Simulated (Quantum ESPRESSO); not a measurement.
**SiC (wurtzite): which axis gives way under pressure?**

Cell and atoms of wurtzite SiC are relaxed at set pressures, to see how each axis shrinks. The phase is followed to these pressures whether or not it stays the stable one.

Calculated with Quantum ESPRESSO 7.5, PBEsol, PseudoDojo 0.4.1 norm-conserving potentials, cutoff 1170 eV, Fermi–Dirac smearing 0.02 eV, k-mesh 10×10×6, no spin polarisation, no spin-orbit coupling.

Reference cell, relaxed at zero pressure with PBEsol (P6_3mc): a = 3.0763 Å, b = 3.0763 Å, c = 5.0486 Å, α = 90.00°, β = 90.00°, γ = 120.00°.

```
atom       x       y       z
  Si  0.3333  0.6667  0.0009
  Si  0.6667  0.3333  0.5009
   C  0.6667  0.3333  0.1251
   C  0.3333  0.6667  0.6251
```

| P (GPa) | a (Å) | c (Å) | c/a |
| --- | --- | --- | --- |
| −4.00 | 3.0954 | 5.0807 | 1.6414 |
| 0.00 | 3.0763 | 5.0486 | 1.6411 |
| 9.98 | 3.0342 | 4.9781 | 1.6406 |
| 14.98 | 3.0156 | 4.9466 | 1.6403 |
| 19.98 | 2.9983 | 4.9173 | 1.6401 |
| 29.98 | 2.9667 | 4.8643 | 1.6396 |

**Question.** Give the linear compressibility of each axis at zero pressure, and the edges at 4.99 GPa, a row left out above.

Least squares with l = l0 + l1 P + l2 P² gives for a: l0 = 3.0766 Å, l1 = −4.501e−3 Å/GPa, l2 = 2.80e−5 Å/GPa², so β = −l1/l0 = 1.463 × 10⁻³ GPa⁻¹ and the withheld edge is 3.0549 Å. The run itself gives 3.0543 Å, so the estimate misses by 0.0006 Å; the fitted rows themselves lie up to 0.0004 Å off the law.

Least squares with l = l0 + l1 P + l2 P² gives for c: l0 = 5.0492 Å, l1 = −7.559e−3 Å/GPa, l2 = 4.67e−5 Å/GPa², so β = −l1/l0 = 1.497 × 10⁻³ GPa⁻¹ and the withheld edge is 5.0127 Å. The run itself gives 5.0118 Å, so the estimate misses by 0.0009 Å, more than the largest misfit of the fitted rows (0.0006 Å).

The compressibilities add to the volume compressibility, 2β_a + β_c = 4.423 × 10⁻³ GPa⁻¹, or B0 ≈ 226 GPa; a parabola over so wide a range errs a few per cent to the stiff side. The axes shrink nearly alike.

[Logs are printed without paths, hosts, clocks, repeated set-up lines and the standing remarks that a program may print on its own settings, such as how far it seeks lower states.]
